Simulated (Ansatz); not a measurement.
## Quasiparticle gap of AlGaAs2 (zincblende [001] superlattice)

Wanted: the gap of AlGaAs2 (zincblende [001] superlattice) with a many-body correction, and the time that it takes.

Calculated with Ansatz 0.2.0; PBEsol, then G0W0 on it, plane waves, PAW.

## 1. The structure

The cell holds 16 atoms: 4 Ga, 8 As and 4 Al. Its edges and angles: a = 4.000 Å, b = 4.000 Å, c = 22.629 Å, α = 90.0°, β = 90.0°, γ = 90.0°. It derives from GaAs. Regions: GaAs, 8 atoms (4 Ga and 4 As); AlAs, 8 atoms (4 Al and 4 As). The structure's axis is c.

The start is a generated structure, not a measured one. The default PAW set here is soft_1. Its files were made with PBE; for other functionals the partial waves and projectors stay those of PBE.

## 2. Relaxing the structure

The structure is relaxed first.

This step: DFT, PBEsol, plane waves, PAW.

Contents of input.yaml:

```yaml
crystal:
  lattice:
    - [4.0002798379, 0.0, 0.0]
    - [0.0, 4.0002798379, 0.0]
    - [0.0, 0.0, 22.6290089107]
  atoms:
    - { symbol: Ga, position: [0.0, 0.0, 0.0312892196] }
    - { symbol: As, position: [0.5, 0.0, 0.0937107804] }
    - { symbol: Ga, position: [0.5, 0.5, 0.1561323413] }
    - { symbol: As, position: [0.0, 0.5, 0.2185539021] }
    - { symbol: Ga, position: [0.0, 0.0, 0.280975463] }
    - { symbol: As, position: [0.5, 0.0, 0.3433970239] }
    - { symbol: Ga, position: [0.5, 0.5, 0.4058185847] }
    - { symbol: As, position: [0.0, 0.5, 0.4682401456] }
    - { symbol: Al, position: [0.0, 0.0, 0.5306617064] }
    - { symbol: As, position: [0.5, 0.0, 0.5932401456] }
    - { symbol: Al, position: [0.5, 0.5, 0.6558185847] }
    - { symbol: As, position: [0.0, 0.5, 0.7183970239] }
    - { symbol: Al, position: [0.0, 0.0, 0.780975463] }
    - { symbol: As, position: [0.5, 0.0, 0.8435539021] }
    - { symbol: Al, position: [0.5, 0.5, 0.9061323413] }
    - { symbol: As, position: [0.0, 0.5, 0.9687107804] }
kpoints:
  mp_grid: { grid: [6, 6, 2] }
hamiltonian:
  xc: pbesol
  pseudopotentials: { kind: paw, azcp: { folder: "./paw" } }
scf:
  occupations: { method: fermi_dirac, width: 0.02 }
relax:
  f_tol: 0.015
  max_steps: 100
  cell: {}
output:
  write_density: true
  write_potential: true
  elf: true
  volumetric_format: npy
```

Command:

```bash
ansatz run input.yaml --threads 3 --pin off --max-ram 92160MiB --backend cuda --events-out ev --progress --plain --runs-dir out --devices 1 --max-vram 13GiB
```

Numbers of over 12 decimals in the logs are rounded to 6 here.

What it wrote:

```text
Warning: <dir> the record states the generating functional pbe (its physics header spells it `PBE`), which answers neither for hamiltonian.xc's functional nor for the pbesol family's — results may be inconsistent (PPs are generated against a specific XC)
Warning: <dir> the record states the generating functional pbe (its physics header spells it `PBE`), which answers neither for hamiltonian.xc's functional nor for the pbesol family's — results may be inconsistent (PPs are generated against a specific XC)
Warning: <dir> the record states the generating functional pbe (its physics header spells it `PBE`), which answers neither for hamiltonian.xc's functional nor for the pbesol family's — results may be inconsistent (PPs are generated against a specific XC)
GPUs: using 1 of 1 available (devices: 1).
Engine: ansatz 0.2.0, x86_64-unknown-linux-gnu
Pseudopotentials: kind: paw
Pseudopotential: Ga, paw, valence charge 13, recommended cutoff 420 eV (normal), <dir>
Pseudopotential: As, paw, valence charge 15, recommended cutoff 420 eV (normal), <dir>
Pseudopotential: Al, paw, valence charge 3, recommended cutoff 420 eV (normal), <dir>
Functional definition: PBEsol
  exchange = pbesol_x
  correlation = pbesol_c
device memory: the entry about to start is reckoned to put 5.6 GiB on a device that reports 24.6 GiB free (of which the cap on the GPU budget leaves the run 13.0 GiB)
GPU FFT provider: cuFFT
GPU libraries: cuBLAS 13.8.2, cuFFT 12.4.0, cuSOLVER 12.3.4
Crystal: 16 atoms, lattice volume = 362.115 Å³
Basis set: ecut = 420 eV, 7091 PW (Γ), exchange–correlation on 54×54×320 points (8 copies of the dense FFT grid, shifted against one another)
Bands: 111, of which v1, the nominal top of the filled ones, is band 92 counted from 1 (91 counted from 0)
Symmetry: 4 space group operations
Space group: Pmm2 (ITA 25), of the structure as read, at distance tolerance 7.1e-5 Å
k-points: 32 of 72
Non-local potential: Ga, projectors of the file, l = 0: 2, l = 1: 2, l = 2: 3, l = 3: 1
Non-local potential: As, projectors of the file, l = 0: 2, l = 1: 2, l = 2: 3, l = 3: 1
Non-local potential: Al, projectors of the file, l = 0: 2, l = 1: 2, l = 2: 1
PAW form: soft (Blöchl's): semilocal exchange-correlation on the pseudo side does not see the compensation charge
PAW frozen core: Ga, regenerated for the run's functional, and the local potential with it (the file was generated under x = pbe(κ = 0.804, μ = 0.219515), c = pbe(β = 0.066725))
PAW frozen core: As, regenerated for the run's functional, and the local potential with it (the file was generated under x = pbe(κ = 0.804, μ = 0.219515), c = pbe(β = 0.066725))
PAW frozen core: Al, regenerated for the run's functional, and the local potential with it (the file was generated under x = pbe(κ = 0.804, μ = 0.219515), c = pbe(β = 0.066725))
PAW one-centre angular grid: Ga, 590 points (default); XC on 64 Gauss nodes
PAW one-centre angular grid: As, 590 points (default); XC on 64 Gauss nodes
PAW one-centre angular grid: Al, 110 points (default); XC on 64 Gauss nodes
Initial density: superposition of atomic densities (chi_scale 0.1, normalization cell, long waves kept (reshape's long-wave potential 0.74 eV rms))
Initial wavefunctions: pseudopotential atomic-orbital guess
GPU buffer pool allocated for 116640 grid points (all kernels)
GPU transforms: local potential and band sums: pruned to the plane-wave sphere, on 27×27×160
Functional: x = pbesol(κ = 0.804, μ = 0.123457), c = pbesol(β = 0.046)
SCF iter   1: F=—  HF=-55582.738539 eV  |F-HF|=—  |Δ(HF+E_count)|=         —  Δρ=4.15e-2  dr2=7.45e0  ethr=3.10e-3  ⟨swp⟩=5.9  Hψ=12824  notcnv=0  defer=39
preconditioner: auto → Resta (q_TF=auto, 2.437 Å⁻¹)  ε∞=3.4  [insulator: Δε(μ)=0.765 eV  Ē_g=12.950 eV  σ=0.020 eV  W_gap=1.00  n_scr=96 (ndim 8)  ℏωp=19.9 eV  f_vac=0.000  D(μ)=0.00/eV (n_scr^D=0)  ε∞_Penn≈3.4]
SCF iter   2: F=—  HF=-55581.687904 eV  |F-HF|=—  |Δ(HF+E_count)|=    1.05e0  Δρ=2.27e-2  dr2=1.92e0  ethr=3.10e-3  ⟨swp⟩=2.0  Hψ=4322  notcnv=0  defer=382
SCF iter   3: F=—  HF=-55581.246162 eV  |F-HF|=—  |Δ(HF+E_count)|=   4.42e-1  Δρ=4.45e-3  dr2=7.50e-2  ethr=1.05e-3  ⟨swp⟩=3.4  Hψ=5680  notcnv=0  defer=385
SCF iter   4: F=—  HF=-55581.217656 eV  |F-HF|=—  |Δ(HF+E_count)|=   2.85e-2  Δρ=2.55e-3  dr2=1.57e-2  ethr=4.08e-5  ⟨swp⟩=3.2  Hψ=5844  notcnv=0  defer=381
SCF iter   5: F=—  HF=-55581.214368 eV  |F-HF|=—  |Δ(HF+E_count)|=   3.29e-3  Δρ=7.98e-4  dr2=2.23e-3  ethr=8.55e-6  ⟨swp⟩=2.0  Hψ=5057  notcnv=0  defer=381
SCF iter   6: F=—  HF=-55581.216005 eV  |F-HF|=—  |Δ(HF+E_count)|=   1.64e-3  Δρ=1.49e-4  dr2=1.05e-4  ethr=1.21e-6  ⟨swp⟩=2.0  Hψ=5390  notcnv=0  defer=381
SCF iter   7: F=—  HF=-55581.215378 eV  |F-HF|=—  |Δ(HF+E_count)|=   6.27e-4  Δρ=6.78e-5  dr2=1.43e-5  ethr=5.72e-8  ⟨swp⟩=2.0  Hψ=6107  notcnv=0  defer=381
SCF iter   8: F=—  HF=-55581.216142 eV  |F-HF|=—  |Δ(HF+E_count)|=   7.65e-4  Δρ=1.21e-5  dr2=7.60e-7  ethr=7.79e-9  ⟨swp⟩=2.0  Hψ=5487  notcnv=0  defer=381
SCF iter   9: F=-55581.216143 eV  HF=-55581.216143 eV  |F-HF|=1.11e-8  |Δ(HF+E_count)|=   7.34e-7  Δρ=3.11e-6  dr2=4.53e-8  ethr=5.43e-11  ⟨swp⟩=8.9  Hψ=26909  notcnv=0
SCF 1 converged in 9 iterations: F = -55581.216143 eV  dr2 = 4.53e-8
  greatest PAW one-centre occupation: 0.999 electrons in one spin orbital (limit 2), on the As atom at site 3 (counted from 0), in its partial waves of l = 2
relax step   1: F+E_penalty+E_count = -55581.21614308 eV  Δ(F+E_penalty+E_count) = +0.000e0 eV  max|allowed force component| = 3.254e-2 eV/Å  Δτ_max = 0.0000 Å  P = +0.385 GPa  Ω = 362.115 Å³  (9 SCF iters, dr2 threshold 1.00e-7 eV, accepted)
[...]
relax step   2: F+E_penalty+E_count = -55581.21890786 eV  Δ(F+E_penalty+E_count) = -2.765e-3 eV  max|allowed force component| = 5.623e-3 eV/Å  Δτ_max = 0.0110 Å  P = +0.024 GPa  Ω = 363.923 Å³  energy of the carried Pulay correction = -2.666e-4 eV  (6 SCF iters, dr2 threshold 5.11e-7 eV, accepted)
[...]
relax step   3: F+E_penalty+E_count = -55581.21899863 eV  Δ(F+E_penalty+E_count) = -9.077e-5 eV  max|allowed force component| = 4.138e-4 eV/Å  Δτ_max = 0.0024 Å  P = -0.001 GPa  Ω = 364.057 Å³  energy of the carried Pulay correction = -2.863e-4 eV  (5 SCF iters, dr2 threshold 1.40e-8 eV, accepted)
[...]
relax step   4: F+E_penalty+E_count = -55581.21928604 eV  Δ(F+E_penalty+E_count) = -2.874e-4 eV  max|allowed force component| = 4.128e-4 eV/Å  Δτ_max = 0.0000 Å  P = -0.000 GPa  Ω = 364.057 Å³  stress off target by 1.51e-3 GPa  SCF on the basis re-selected at this cell (its energy is not comparable with the rows above)  (6 SCF iters)
basis re-selected at this cell: Δ(F+E_penalty+E_count) = -2.874e-4 eV, ΔP = +0.000 GPa vs the last step (what re-selecting the basis moved, of the pressure what is left beyond the Pulay correction that the steps carried, after the strain that the cell walked since its last selection, with what the two solves' SCF thresholds leave and, on support functions, any second-order correction that the steps lacked; it is no m [...]
SCF converged after 6 iterations
Free energy (F): -55581.219286 eV
Harris-Foulkes:  -55581.219286 eV  (|F-HF|=1.46e-11)
Internal energy: -55581.219286 eV  (E = F + TS)
E sigma→0 (E₀):  -55581.219286 eV
Fermi energy:    7.403557 eV
--- Per-component energies (eV) ---
  E_band       = -2423.497169
  E_kinetic    = 1321.943007
  E_local      = -33428.636938  (includes V_loc(G=0)·N_el)
  E_nonlocal   = -3463.380323
  E_hartree    = 18313.806826
  E_xc         = -960.780959
  E_vxc        = -931.590266  (∫ρ·V_xc dr)
  E_paw        = -25405.103162  (= ΣΔE_a)
  E_vpaw       = -2549.445009  (= ΣTr[D̂ρ^β])
  E_aug_tail   = -0.001055  (compensation charges beyond the density's cutoff)
  E_ewald      = -11970.326597
  E_core_change = 11.259914  (= ΣΔE_core)
  E_smearing   = -0.000000  (= −TS)
  E_closure    = -0.000000  (closes the sum)
  Σ components = -55581.219286   (vs F -55581.219286, Δ=0.00e0)
--- Forces (eV/Å), atoms counted from 1 ---
  atom   1  Ga     0.00000000     0.00000000     0.00041278
  atom   2  As     0.00000000     0.00000000    -0.00022189
  atom   3  Ga     0.00000000     0.00000000    -0.00002270
  atom   4  As     0.00000000     0.00000000     0.00001858
  atom   5  Ga     0.00000000     0.00000000     0.00012726
  atom   6  As     0.00000000     0.00000000     0.00025520
  atom   7  Ga     0.00000000     0.00000000    -0.00039476
  atom   8  As     0.00000000     0.00000000     0.00023421
  atom   9  Al     0.00000000     0.00000000     0.00004540
  atom  10  As     0.00000000     0.00000000     0.00015805
  atom  11  Al     0.00000000     0.00000000    -0.00000860
  atom  12  As     0.00000000     0.00000000    -0.00002750
  atom  13  Al     0.00000000     0.00000000    -0.00003102
  atom  14  As     0.00000000     0.00000000    -0.00021159
  atom  15  Al     0.00000000     0.00000000    -0.00010391
  atom  16  As     0.00000000     0.00000000    -0.00022939
  max |Σ_I F_I| component: 1.24e-7 eV/Å
--- Stress (GPa, compression-positive) ---
       -0.000967       0.000000       0.000000
        0.000000      -0.001177       0.000000
        0.000000       0.000000       0.001506
  P = ⅓ Tr σ = -0.0002 GPa (-0.002 kbar)
--- Band table (eV; the first three rows and the last of 32) ---
  k-point 0: bands = [... 88 lower, 6.2671, 6.8589, 6.8844, 6.8845, 7.9053, 8.0916, 8.3488, 8.4784, ... 15 higher]
  k-point 1: bands = [... 88 lower, 6.5354, 6.5354, 6.8123, 6.8123, 8.0623, 8.3073, 8.3867, 8.6209, ... 15 higher]
  k-point 2: bands = [... 88 lower, 6.2806, 6.4385, 6.4927, 6.7938, 8.5285, 8.7970, 8.8764, 8.9189, ... 15 higher]
  k-point 31: bands = [... 88 lower, 4.2831, 4.3024, 4.3074, 4.3198, 8.2955, 8.3524, 8.6267, 8.6567, ... 15 higher]
--- Relaxed structure (3 steps of the walk, 3 accepted, 1 SCFs on fresh bases) ---
  F+E_penalty+E_count = -55581.21928604 eV   max|allowed force component| = 4.128e-4 eV/Å   (the final SCF, on the basis selected at the relaxed cell)
  cell:  # Å, volume = 364.0570 Å³
    - [4.012057, 0.0, 0.0]
    - [0.0, 4.012066, 0.0]
    - [0.0, 0.0, 22.616960]
  atoms:
    - { symbol: Ga, position: [0.0, 0.0, 0.031518] }
    - { symbol: As, position: [0.5, 0.0, 0.093848] }
    - { symbol: Ga, position: [0.5, 0.5, 0.156149] }
    - { symbol: As, position: [0.0, 0.5, 0.218474] }
    - { symbol: Ga, position: [0.0, 0.0, 0.280800] }
    - { symbol: As, position: [0.5, 0.0, 0.343102] }
    - { symbol: Ga, position: [0.5, 0.5, 0.405432] }
    - { symbol: As, position: [0.0, 0.5, 0.467975] }
    - { symbol: Al, position: [0.0, 0.0, 0.530449] }
    - { symbol: As, position: [0.5, 0.0, 0.593113] }
    - { symbol: Al, position: [0.5, 0.5, 0.655794] }
    - { symbol: As, position: [0.0, 0.5, 0.718477] }
    - { symbol: Al, position: [0.0, 0.0, 0.781159] }
    - { symbol: As, position: [0.5, 0.0, 0.843840] }
    - { symbol: Al, position: [0.5, 0.5, 0.906503] }
    - { symbol: As, position: [0.0, 0.5, 0.968977] }
```

Run time: 33 s. Hardware: 1 × NVIDIA H100 80GB HBM3 (shared by 6 runs) with 3 threads of AMD EPYC 7R13 (Zen 3), shared host; peak memory 1.1 GiB.

Step by step:

```
step  energy less that of the first step (eV)  largest force component (eV/Å)  pressure (GPa)  volume (Å³)
   1                                   0.0000                          0.0325            0.39       362.11
   2                                  -0.0028                          0.0056            0.02       363.92
   3                                  -0.0029                          0.0004            0.00       364.06
  4*                                  -0.0031                          0.0004            0.00       364.06
```

Relaxation steps marked * repeat the geometry before them on a plane-wave basis chosen anew for their cell, so energy and pressure can jump there.

Forces are held to the 4 operations that the run works with; a distortion that breaks them can't arise in this run.

```
     cell as run  before   after  change
           a (Å)   4.000   4.012  +0.3 %
           b (Å)   4.000   4.012  +0.3 %
           c (Å)  22.629  22.617  -0.1 %
volume (Å³/atom)   22.63   22.75  +0.5 %
```

The program's warnings for this run: band table not solved further; pseudo functional mismatch.

(Continued in part 2 of 4.)

[Paths, hosts, dates, memory and timing lines, banners, echoed tables and standing remarks are left out of the program output.]

[Logs are printed without paths, hosts, clocks, repeated set-up lines and the standing remarks that a program may print on its own settings, such as how far it seeks lower states.]

[Runs of the session that timed out or met a known fault of the program may be left out.]

[Cells called generated may have been cut or substituted from an entry of the Crystallography Open Database or the Materials Project.]

[Hosts, paths, dates, database ids (printed as entryN), source tags and the programs' standing remarks are cut or masked in the printed files.]

[Where an RPA ε∞ is given, it is that of the G0W0 mesh and is not shown converged in it. Names of k-points follow the symmetry that the program found, which can be lower than the space group named. Band edges on a path are those of the sampled points; other points can move an edge, and change direct to indirect where valleys lie close.]

[Hybrid gaps are those of their k-mesh and are not shown converged in it.]
